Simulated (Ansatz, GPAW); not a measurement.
# Work function of a 4-layer slab of Rh(110) at several levels, part 2 of 3

Wanted: work functions and dipole of a 4-layer slab of Rh(110), with the cost of each level.

GPAW 26.7.0 and Ansatz 0.2.0; GPAW, PAW setups; slab in vacuum (the session's first sound run).

So far, upper work function (eV): step 2 (relaxation) 4.64; step 3 (the slab's potential) 4.64.

## Step 4: Self-consistent run: xc = "revPBE"

The same geometry under revPBE, to see how far the functional moves the levels against the vacuum.

File run.py:

```python
import json
import numpy as np
from ase import Atoms
from gpaw import GPAW, PW

slab = Atoms(
    ['Rh', 'Rh', 'Rh', 'Rh'],
    positions=[
        [1.90000, 1.34350, 7.00000],
        [0.00000, 0.00000, 8.34350],
        [1.90000, 1.34350, 9.72587],
        [0.00000, 0.00000, 10.97769]],
    cell=[[3.8, 0.0, 0.0], [0.0, 2.68701, 0.0], [0.0, 0.0, 18.03051]],
    pbc=[True, True, False])

slab.calc = GPAW(mode=PW(400), xc='revPBE', kpts={'size': (8, 12, 1), 'gamma': True},
                 occupations={'name': 'fermi-dirac', 'width': 0.1}, nbands='140%',
                 convergence={'density': 1e-05}, maxiter=200,
                 poissonsolver={'dipolelayer': 'xy'},
                 symmetry={'tolerance': 1e-3}, txt='slab.txt')
result = {}
energy = slab.get_potential_energy()
fermi = slab.calc.get_fermi_level()
v = slab.calc.get_electrostatic_potential().mean((0, 1)) - fermi
n = slab.calc.get_pseudo_density().mean((0, 1))
L = slab.cell[2, 2]
z = np.arange(len(v)) * L / len(v)
low, high = slab.positions[:, 2].min(), slab.positions[:, 2].max()
below, above = np.interp([low - 4.8, high + 4.8], z, v)
slopes = [np.interp(x, z, np.gradient(v, z)) for x in (low - 4.8, high + 4.8)]
eps = np.array([[slab.calc.get_eigenvalues(k, s) for k in range(len(slab.calc.get_ibz_k_points()))]
                for s in range(slab.calc.get_number_of_spins())]) - fermi
top, bottom = eps[eps < 0].max(), eps[eps > 0].min()
dipole = slab.get_dipole_moment()[2]
print(f'energy {energy:.4f} eV, Fermi level {fermi:.4f} eV, dipole {dipole:.5f} e A')
print(f'potential 4.8 A off the faces, from the Fermi level: lower {below:.4f} eV, upper {above:.4f} eV')
print(f'slope of the potential there: lower {slopes[0]:.5f}, upper {slopes[1]:.5f} eV/A')
print(f'nearest levels on the mesh: {top:.4f} and {bottom:.4f} eV')
print('magnetic moment', round(slab.get_magnetic_moment(), 3))
result.update(energy=energy, fermi=fermi, dipole=dipole, below=below, above=above, slopes=slopes, edges=[top, bottom],
              z=z.tolist(), v=v.tolist(), n=n.tolist(), positions=slab.positions.tolist(),
              forces=slab.get_forces(apply_constraint=False).tolist(), moments=slab.get_magnetic_moments().tolist())
json.dump(result, open('result.json', 'w'))
```

Run with:

```bash
OMP_NUM_THREADS=1 OPENBLAS_NUM_THREADS=1 python run.py
```

Output:

```text
energy -24.1318 eV, Fermi level 0.3668 eV, dipole 0.00329 e A
potential 4.8 A off the faces, from the Fermi level: lower 4.5487 eV, upper 4.4903 eV
slope of the potential there: lower -0.00054, upper 0.00036 eV/A
nearest levels on the mesh: -0.0001 and 0.0109 eV
magnetic moment 0.0
```

The job ended after 3.2 min (1 thread of Arm Neoverse V1, shared host; peak memory 0.25 GiB).

Numbers from this step:

```yaml
dipole_along_the_normal: 0.003292 e·Å
levels_nearest_the_fermi_level_on_the_mesh: -1.20e-4, 0.01095 eV from the Fermi level
upper_work_function: 4.490 eV
lower_work_function: 4.549 eV
```

The electrostatic potential energy of an electron (without an applied field's), less the Fermi level, planar mean oscillates, so the rows of the table below give means over windows of 0.5 Å about each position, cut where the curve ends. Its maxima inside the range that stand out by 2 % of the span (Å: eV): 7.62: -7.93, 9.02: -7.63, 10.41: -9.70. Its minima: 6.98: -14.5, 8.37: -15.4, 9.77: -15.7, 10.95: -15.0.

Electrostatic potential energy of an electron (without an applied field's), less the Fermi level, planar mean against z; means over each step:

```
z (Å)  electrostatic potential energy of an electron (without an applied field's), less the Fermi level, planar mean (eV)
  0.0                                                                                                                4.53
  0.5                                                                                                                4.55
  1.0                                                                                                                4.55
  1.5                                                                                                                4.55
  2.0                                                                                                                4.55
  2.5                                                                                                                4.55
  3.0                                                                                                                4.55
  3.5                                                                                                                4.54
  4.0                                                                                                                4.53
  4.5                                                                                                                4.48
  5.0                                                                                                                4.33
  5.5                                                                                                                3.76
  6.0                                                                                                                1.60
  6.5                                                                                                               -5.67
  7.0                                                                                                               -13.5
  7.5                                                                                                               -9.47
  8.0                                                                                                               -11.5
  8.5                                                                                                               -13.7
  9.0                                                                                                               -8.53
  9.5                                                                                                               -13.2
 10.0                                                                                                               -13.1
 10.5                                                                                                               -10.9
 11.0                                                                                                               -13.8
 11.5                                                                                                               -5.29
 12.0                                                                                                                1.71
 12.5                                                                                                                3.76
 13.0                                                                                                                4.28
 13.5                                                                                                                4.43
 14.0                                                                                                                4.47
 14.5                                                                                                                4.49
 15.0                                                                                                                4.49
 15.5                                                                                                                4.49
 16.0                                                                                                                4.49
 16.5                                                                                                                4.49
 17.0                                                                                                                4.49
 17.5                                                                                                                4.49
```

Pseudo valence density, planar mean against z:

z (Å), pseudo valence density, planar mean (e/Å³) and a bar:
```
     0.00       0.00 
     0.43       0.00 
     0.86       0.00 
     1.50       0.00 
     1.93       0.00 
     2.36       0.00 
     2.79       0.00 
     3.43       0.00 
     3.86       0.00 
     4.29       0.00 
     4.72       0.00 
     5.37       0.02 
     5.80       0.06 #
     6.22       0.22 ####
     6.65       0.89 ################
     7.30       1.12 ####################
     7.73       0.62 ###########
     8.16       1.42 ##########################
     8.59       1.27 #######################
     9.23       0.71 #############
     9.66       1.65 ##############################
    10.09       1.01 ##################
    10.52       0.82 ###############
    11.16       1.37 #########################
    11.59       0.37 #######
    12.02       0.10 ##
    12.45       0.03 #
    13.09       0.01 
    13.52       0.00 
    13.95       0.00 
    14.38       0.00 
    15.03       0.00 
    15.45       0.00 
    15.88       0.00 
    16.31       0.00 
    16.96       0.00 
    17.39       0.00 
    17.82       0.00
```

Force by atom:

```csv
atom,x (eV/Å),y (eV/Å),z (eV/Å),size
Rh1,0.000,0.000,0.337,0.337
Rh2,0.000,0.000,-0.579,0.579
Rh3,0.000,0.000,0.004,0.004
Rh4,0.000,0.000,0.238,0.238
```

The upper face's work function is 4.490 eV, against 4.643 eV in the first plane-wave PBE run at this geometry.

## Step 5: OptPBE vdW: xc = "optPBE-vdW"

The same geometry under optPBE-vdW, to see how far the functional moves the levels against the vacuum (the van der Waals functionals take revPBE setups).

Changes to run.py since step 4:

```diff
@@ -15,3 +15,3 @@
 
-slab.calc = GPAW(mode=PW(400), xc='revPBE', kpts={'size': (8, 12, 1), 'gamma': True},
+slab.calc = GPAW(mode=PW(400), xc='optPBE-vdW', kpts={'size': (8, 12, 1), 'gamma': True},
                  occupations={'name': 'fermi-dirac', 'width': 0.1}, nbands='140%',
```

Output:

```text
energy -82.8861 eV, Fermi level 0.1058 eV, dipole 0.00331 e A
potential 4.8 A off the faces, from the Fermi level: lower 4.9071 eV, upper 4.8484 eV
slope of the potential there: lower -0.00078, upper 0.00062 eV/A
nearest levels on the mesh: -0.0145 and 0.0048 eV
magnetic moment 0.0
```

It took 3.2 min on 1 thread; peak memory 0.37 GiB.

Numbers from this step:

```yaml
dipole_along_the_normal: 0.003310 e·Å
levels_nearest_the_fermi_level_on_the_mesh: -0.01446, 0.004846 eV from the Fermi level
upper_work_function: 4.848 eV
lower_work_function: 4.907 eV
```

The upper face's work function is 4.848 eV, against 4.643 eV in the first plane-wave PBE run at this geometry.

## Step 6: Self-consistent run: xc = "RPBE"

The same geometry under RPBE, to see how far the functional moves the levels against the vacuum.

Changes to run.py since step 5:

```diff
@@ -15,3 +15,3 @@
 
-slab.calc = GPAW(mode=PW(400), xc='optPBE-vdW', kpts={'size': (8, 12, 1), 'gamma': True},
+slab.calc = GPAW(mode=PW(400), xc='RPBE', kpts={'size': (8, 12, 1), 'gamma': True},
                  occupations={'name': 'fermi-dirac', 'width': 0.1}, nbands='140%',
```

Output:

```text
energy -23.6834 eV, Fermi level 0.3893 eV, dipole 0.00330 e A
potential 4.8 A off the faces, from the Fermi level: lower 4.5299 eV, upper 4.4713 eV
slope of the potential there: lower -0.00056, upper 0.00040 eV/A
nearest levels on the mesh: -0.0001 and 0.0109 eV
magnetic moment 0.0
```

Run time: 3.3 min. Hardware: 1 thread; peak memory 0.25 GiB.

Numbers from this step:

```
dipole along the normal                    : 0.003302 e·Å
levels nearest the Fermi level on the mesh : -1.33e-4, 0.01085 eV from the Fermi level
upper work function                        : 4.471 eV
lower work function                        : 4.530 eV
```

The electrostatic potential energy of an electron (without an applied field's), less the Fermi level, planar mean oscillates, so the rows of the table below give means over windows of 0.5 Å about each position, cut where the curve ends. Its maxima inside the range that stand out by 2 % of the span (Å: eV): 7.62: -7.96, 9.02: -7.65, 10.41: -9.72. Its minima: 6.98: -14.5, 8.37: -15.4, 9.77: -15.7, 10.95: -15.0.

Table of electrostatic potential energy of an electron (without an applied field's), less the Fermi level, planar mean by z; means over each step:

```
z (Å)  electrostatic potential energy of an electron (without an applied field's), less the Fermi level, planar mean (eV)
  0.0                                                                                                                4.51
  0.5                                                                                                                4.53
  1.0                                                                                                                4.53
  1.5                                                                                                                4.53
  2.0                                                                                                                4.53
  2.5                                                                                                                4.53
  3.0                                                                                                                4.53
  3.5                                                                                                                4.52
  4.0                                                                                                                4.51
  4.5                                                                                                                4.46
  5.0                                                                                                                4.30
  5.5                                                                                                                3.72
  6.0                                                                                                                1.57
  6.5                                                                                                               -5.70
  7.0                                                                                                               -13.6
  7.5                                                                                                               -9.49
  8.0                                                                                                               -11.5
  8.5                                                                                                               -13.7
  9.0                                                                                                               -8.55
  9.5                                                                                                               -13.2
 10.0                                                                                                               -13.1
 10.5                                                                                                               -10.9
 11.0                                                                                                               -13.8
 11.5                                                                                                               -5.32
 12.0                                                                                                                1.68
 12.5                                                                                                                3.72
 13.0                                                                                                                4.26
 13.5                                                                                                                4.41
 14.0                                                                                                                4.45
 14.5                                                                                                                4.47
 15.0                                                                                                                4.47
 15.5                                                                                                                4.47
 16.0                                                                                                                4.47
 16.5                                                                                                                4.47
 17.0                                                                                                                4.47
 17.5                                                                                                                4.47
```

The upper face's work function is 4.471 eV, against 4.643 eV in the first plane-wave PBE run at this geometry.

## Step 7: Real-space grid: mode = "fd"

A real-space grid is a second complete basis, so it checks the plane-wave result.

Changes to run.py since step 6:

```diff
@@ -3,3 +3,3 @@
 from ase import Atoms
-from gpaw import GPAW, PW
+from gpaw import GPAW
 
@@ -15,3 +15,3 @@
 
-slab.calc = GPAW(mode=PW(400), xc='RPBE', kpts={'size': (8, 12, 1), 'gamma': True},
+slab.calc = GPAW(mode='fd', h=0.18, xc='PBE', kpts={'size': (8, 12, 1), 'gamma': True},
                  occupations={'name': 'fermi-dirac', 'width': 0.1}, nbands='140%',
```

Output:

```text
energy -26.1304 eV, Fermi level -4.6729 eV, dipole 0.00334 e A
potential 4.8 A off the faces, from the Fermi level: lower 4.7023 eV, upper 4.6432 eV
slope of the potential there: lower -0.00049, upper 0.00047 eV/A
nearest levels on the mesh: -0.0073 and 0.0004 eV
magnetic moment 0.0
```

The job ended after 18 min (1 thread; peak memory 1.3 GiB).

Numbers from this step:

| Quantity | Value |
| --- | --- |
| dipole along the normal | 0.003338 e·Å |
| levels nearest the Fermi level on the mesh | -0.007256, 3.96e-4 eV from the Fermi level |
| upper work function | 4.643 eV |
| lower work function | 4.702 eV |

The upper face's work function is 4.643 eV, against 4.643 eV in the first plane-wave PBE run at this geometry.

## Step 8: Atomic orbitals: mode = "lcao"

Atom-centred orbitals end a few angstrom from the surface, which tests how much the density's tail matters.

Changes to run.py since step 7:

```diff
@@ -15,4 +15,4 @@
 
-slab.calc = GPAW(mode='fd', h=0.18, xc='PBE', kpts={'size': (8, 12, 1), 'gamma': True},
-                 occupations={'name': 'fermi-dirac', 'width': 0.1}, nbands='140%',
+slab.calc = GPAW(mode='lcao', basis='dzp', h=0.18, xc='PBE', kpts={'size': (8, 12, 1), 'gamma': True},
+                 occupations={'name': 'fermi-dirac', 'width': 0.1}, nbands='120%',
                  convergence={'density': 1e-05}, maxiter=200,
```

Output:

```text
energy -24.6179 eV, Fermi level -4.6878 eV, dipole 0.00307 e A
potential 4.8 A off the faces, from the Fermi level: lower 4.7148 eV, upper 4.6603 eV
slope of the potential there: lower -0.00069, upper 0.00072 eV/A
nearest levels on the mesh: -0.0099 and 0.0072 eV
magnetic moment 0.0
```

Run time: 28 min. Hardware: 1 thread; peak memory 0.4 GiB.

This step gave:

| Quantity | Value |
| --- | --- |
| dipole along the normal | 0.003074 e·Å |
| levels nearest the Fermi level on the mesh | -0.009875, 0.007239 eV from the Fermi level |
| upper work function | 4.660 eV |
| lower work function | 4.715 eV |

The upper face's work function is 4.660 eV, against 4.643 eV in the first plane-wave PBE run at this geometry.

## Step 9: The ladder

Times are for 1 thread of Arm Neoverse V1, shared host. The runs compared:

| no. | run | upper work function (eV) | lower work function (eV) | time | memory (GiB) |
| --- | --- | --- | --- | --- | --- |
| 1 | pw | 4.643 | 4.703 | 3 min | 0.25 |
| 2 | revPBE | 4.490 | 4.549 | 3.2 min | 0.25 |
| 3 | optPBE vdW | 4.848 | 4.907 | 3.2 min | 0.37 |
| 4 | RPBE | 4.471 | 4.530 | 3.3 min | 0.25 |
| 5 | fd | 4.643 | 4.702 | 18 min | 1.3 |
| 6 | lcao | 4.660 | 4.715 | 28 min | 0.4 |

(Continued in part 3 of 3.)

[Logs are printed without paths, hosts, clocks, repeated set-up lines and the standing remarks that a program may print on its own settings, such as how far it seeks lower states.]

[Hosts, paths, dates, database ids (printed as entryN), source tags and the programs' standing remarks are cut or masked in the printed files.]
